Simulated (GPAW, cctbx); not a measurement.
## TiGeBi: deformation density and structure factors from DFT

Aim: compute the bonding part of the density of TiGeBi, find which reflections carry it, and see how it biases an ordinary refinement.

The start was made by putting kin elements into a known structure type; the compound need not exist, or be stable, in this form. All numbers below are calculated.

**1. Relax the structure**

The density hangs on the geometry, so cell and atoms are relaxed first, with the symmetry held. The cutoff is set higher than for the density because stress converges slowly with plane waves.

Settings: GPAW 26.7.0, PBE, 570 eV, 5×5×3 k-points (along the axes of the calculation cell), Fermi–Dirac width 0.1 eV, BFGS to 0.03 eV/Å.

```text
cell
1.0
     3.755000000    0.000000000    0.000000000
     0.000000000    3.755000000    0.000000000
     0.000000000    0.000000000    8.542000000
Bi Ge Ti
2 2 2
Direct
0.000000000 0.500000000 0.389600000
0.500000000 0.000000000 0.610400000
0.500000000 0.500000000 0.000000000
0.000000000 0.000000000 0.000000000
0.000000000 0.500000000 0.752300000
0.500000000 0.000000000 0.247700000
```

```console
$ OMP_NUM_THREADS=1 mpirun -n 4 gpaw python run.py > gpaw.log
```

```text
BFGS:    0      -33.203810        0.865948
BFGS:    1      -33.246521        0.748039
BFGS:    2      -33.400180        0.151452
BFGS:    3      -33.402345        0.131372
...
BFGS:    9      -33.412641        0.087847
BFGS:   10      -33.413282        0.058012
BFGS:   11      -33.413665        0.028549
cell  3.8178 3.8178 8.4242  90.00 90.00 90.00
volume 122.791 A^3, largest force 0.024 eV/A, largest stress 0.22 GPa
```

After 11 steps the volume has changed by +1.9 % and the energy by -0.210 eV; the largest stress left is 0.22 GPa. It took 1.7 min on 4 cores of Intel(R) Xeon(R) Platinum 8488C (Sapphire Rapids) (shared host), peak memory 1.2 GiB.

Relaxed structure: P4/nmm (no. 129, origin choice 1), a = 3.8178 Å, b = 3.8178 Å, c = 8.4242 Å, α = 90.00°, β = 90.00°, γ = 90.00°.

```csv
atom,mult.,x,y,z
Bi1,2,0,1/2,0.3772
Ge1,2,1/2,1/2,0
Ti1,2,0,1/2,0.7623
```

**2. The all-electron density**

X-rays see the whole electron density, so the PAW density is rebuilt with its core regions. Subtracting spherical free atoms from the same code cancels the cores and leaves the deformation density Δρ, the part due to bonding.

Settings: PBE, 450 eV, 6×6×3 k-points (along the axes of the calculation cell), Fermi–Dirac width 0.1 eV; primitive cell of 6 atoms.

```console
$ OMP_NUM_THREADS=1 mpirun -n 4 gpaw python run.py > gpaw.log
```

```text
|iter:   1|       0s |  -33.687718 | +0.02 |       |
|iter:   2|       1s |  -33.557612 | -1.94 | -1.40 |
|iter:   3|       2s |  -33.514504 | -1.38 | -1.44 |
...
|iter:   9|       6s |  -33.278178c| -5.92 | -4.09c|
|iter:  10|       6s |  -33.278179c| -7.22 | -4.67c|
|iter:  11|       7s |  -33.278179c| -7.71c| -5.32c|
```

```text
grid (40, 40, 84)  electrons 274.000  moved by bonding 1.024 e
deformation density beyond 0.5 A of the nuclei: max 0.100, min -0.153 e/A^3
atom        x       y       z   Voronoi charge  moment
Bi1    0.0000  0.5000  0.3772      0.086       0.00
Bi2    0.5000  0.0000  0.6228      0.086       0.00
Ge3    0.5000  0.5000  0.0000     -0.029       0.00
Ge4    0.0000  0.0000  0.0000     -0.029       0.00
Ti5    0.0000  0.5000  0.7623     -0.058       0.00
Ti6    0.5000  0.0000  0.2377     -0.058       0.00
mean inner potential of superposed free atoms 22.674 V
total magnetic moment 0.000 muB
```

Deformation density in a plane through the shortest contact of the Ge atom at the origin, in 0.01 e/Å³ (clipped at ±99); x from -1.6 to 4.3 Å, y from 2.4 down to -2.4 Å:

```text
  1   2  -3  -5   .  -4  -4   2   2  -4  -4   .  -5  -3   2   1
  0   0  -2  -4  -5  -5  -2   0   0  -2  -5  -5  -4  -2   0   0
 -1  -1   0   1   2   1   0  -1  -1   0   1   2   1   0  -1  -1
 -1  -1   0   2   3   2   0  -1  -1   0   2   3   2   0  -1  -1
  0   0  -1  -3  -3  -3  -1   0   0  -1  -3  -3  -3  -1   0   0
  1   2  -3  -6   .  -6  -4   1   1  -4  -6   .  -6  -3   2   1
  2   3  -3   .   .   .  -4   2   2  -4   .   .   .  -3   3   2
  1   2  -3  -6   .  -6  -4   1   1  -4  -6   .  -6  -3   2   1
  0   0  -1  -3  -3  -3  -1   0   0  -1  -3  -3  -3  -1   0   0
 -1  -1   0   2   3   2   0  -1  -1   0   2   3   2   0  -1  -1
 -1  -1   0   1   2   1   0  -1  -1   0   1   2   1   0  -1  -1
  0   0  -2  -4  -5  -5  -2   0   0  -2  -5  -5  -4  -2   0   0
  1   2  -3  -5   .  -4  -4   2   2  -4  -4   .  -5  -3   2   1
```

Atoms in or within 0.15 Å of the plane: Ge (0.0, 0.0), Ge (2.7, 0.0) Å. Dots mark points within about 0.45 Å of a nucleus; large values next to them are atomic features.

Ti gains most (-0.06 e) and Bi loses most (+0.09 e), which isn't the order of electronegativity: valence and coordination count too, and Voronoi cells cut space at the midplane whatever the atoms' sizes. Such charges fall far short of formal ones, since overlapping free atoms already put density on their neighbours. Along the shortest contact from the Ge atom at the map's origin, Ge–Ge at 2.70 Å, Δρ is +0.03 e/Å³ at the midpoint: little piles up between the atoms. At the midpoints of other shortest contacts it is +0.05 (Ge–Ti, 2.77 Å) and +0.04 (Bi–Ti, 2.94 Å) e/Å³. Point values carry grid noise of about 0.01 e/Å³. The run needed 11 iterations, 14 s.

**3. From the density to structure factors**

The Fourier components of Δρ, added to those of the free atoms, give the static X-ray structure factors; the Mott–Bethe relation turns them into the Fourier components V of the potential that fast electrons feel.

```text
static structure factors of the conventional cell: F in electrons, V (Mott-Bethe) in volts
   h  k  l      d  |F| table  |F| free   |F| DFT   change   |V| free  |V| DFT  change %
   0  0  1  8.4242    51.169    51.124    50.992   -0.132     1.254    1.604     27.8
   0  0  2  4.2121    24.798    24.788    24.631   -0.156     0.199    0.303     51.9
   1  0  1  3.4774    68.848    68.815    68.604   -0.211     1.385    1.481      6.9
   1  0  2  2.8287   149.343   149.261   149.332    0.071     6.998    6.977     -0.3
   0  0  3  2.8081   142.660   142.673   142.628   -0.046     6.971    6.985      0.2
   1  1  0  2.6996   123.633   123.441   123.214   -0.227     6.137    6.199      1.0
   1  1  1  2.5708   150.319   150.296   150.271   -0.025     7.229    7.235      0.1
   1  1  2  2.2728    76.426    76.281    75.992   -0.289     5.135    5.191      1.1
   1  0  3  2.2621   130.793   130.658   130.319   -0.339     6.551    6.616      1.0
   0  0  4  2.1061    57.261    57.393    57.862    0.469     0.402    0.324    -19.3
   1  1  3  1.9461    35.232    35.348    35.474    0.127     0.426    0.408     -4.2
   2  0  0  1.9089   205.832   205.612   205.253   -0.359     9.302    9.351      0.5
   2  0  1  1.8617    44.330    44.453    44.482    0.030     0.924    0.921     -0.4
   1  0  4  1.8441     1.372     1.355     1.278   -0.077     0.363    0.372      2.7
```

The largest X-ray change is +0.47 e on 004, 0.8 % of |F|. For electrons V goes as (Z − F)/g², so a change of F counts against Z − F, which is small at low angle and wherever the atoms' terms cancel: |V| of 002 moves by +51.9 % (0.20 to 0.30 V) against -0.6 % in |F|. The last three rows still change by up to 0.36 e; the table stops while the angles are still low. The tabulated Hartree–Fock atoms differ from the free DFT atoms by up to 0.22 e, so the choice of reference atom matters too.

**4. Convergence**

Cutoff and k-mesh: one is changed at a time, to find what the result needs.

```
         run  ΔF 004 (e)  ΔF 200 (e)  ΔF 103 (e)  q(Ti) (e)  moved (e)   time
450 eV 6×6×3      +0.469      -0.359      -0.339     -0.058      1.024   14 s
250 eV 6×6×3      +0.465      -0.387      -0.357     -0.050      1.010  7.9 s
350 eV 6×6×3      +0.468      -0.371      -0.346     -0.054      0.999   13 s
750 eV 6×6×3      +0.469      -0.359      -0.337     -0.056      1.008   25 s
450 eV 2×2×1      +0.478      -0.494      -0.305     -0.073      1.106  8.1 s
450 eV 3×3×2      +0.430      -0.423      -0.318     -0.052      1.037   10 s
```

Within 0.01 e of the base on all three: 750 eV 6×6×3. The largest error, 0.135 e, comes with 450 eV 2×2×1. Times are from shared hosts.

**5. Refining ordinary atoms against data with bonding**

Routine crystallography fits spherical atoms. To see the bias, intensities are simulated from tabulated atoms plus the DFT change ΔF, so that bonding alone can misfit (5528 reflections of the full sphere, merged to the counts below, to 0.45 Å, 1 % proportional noise plus counting noise, assumed isotropic U as listed, Δρ smeared by the mean U) and refined with cctbx over different ranges.

```
                    range  data      R1  GooF  U Bi1 (true 0.0069)  U Ge1 (true 0.01)  U Ti1 (true 0.0114)  largest shift (Å)  Δρ max, min (e/Å³)
                 all data   466  0.0032  0.96               0.0069             0.0100               0.0114             0.0002         0.38, -0.55
 low resolution, d > 0.84    91  0.0025  0.96               0.0069             0.0100               0.0114             0.0005         0.14, -0.22
     high order, d < 0.75   347  0.0037  0.96               0.0069             0.0100               0.0114             0.0002         0.38, -0.46
occupancies free, d > 0.7   142  0.0025  0.96               0.0069             0.0098               0.0113             0.0003         0.21, -0.24
```

With all data GooF is 0.96, so at this noise the bonding hardly shows; the top residual peak, near noise level, lies 0.43 Å from Ti and 2.80 Å from Bi. No U is off by more than 3 s.u. at low resolution. With Bi1 held at 1 and the scale free, the other occupancies refine to Ge1 0.997(0.001) and Ti1 0.999(0.002), on sites that are all full: they absorb part of the misfit, and only ratios to the fixed site mean anything.

**6. Answer**

Bonding moves 1.02 e in the primitive cell of TiGeBi and changes the structure factors of the conventional cell in the table above by at most 0.47 e (004, 0.8 %). The shortest bond, Ge–Ge, has Δρ = +0.03 e/Å³ at its midpoint. Within 0.01 e of the base on all three: 750 eV 6×6×3. The largest error, 0.135 e, comes with 450 eV 2×2×1. With all data GooF is 0.96, so at this noise the bonding hardly shows. Limits: static density, frozen cores, no spin–orbit coupling.

[Outputs are excerpts: Python notices, other lines and further rows are left out; steps that failed or that the build refused (PBEsol, TPSS) are not shown.]

[Logs are printed without paths, hosts, clocks, repeated set-up lines and the standing remarks that a program may print on its own settings, such as how far it seeks lower states.]
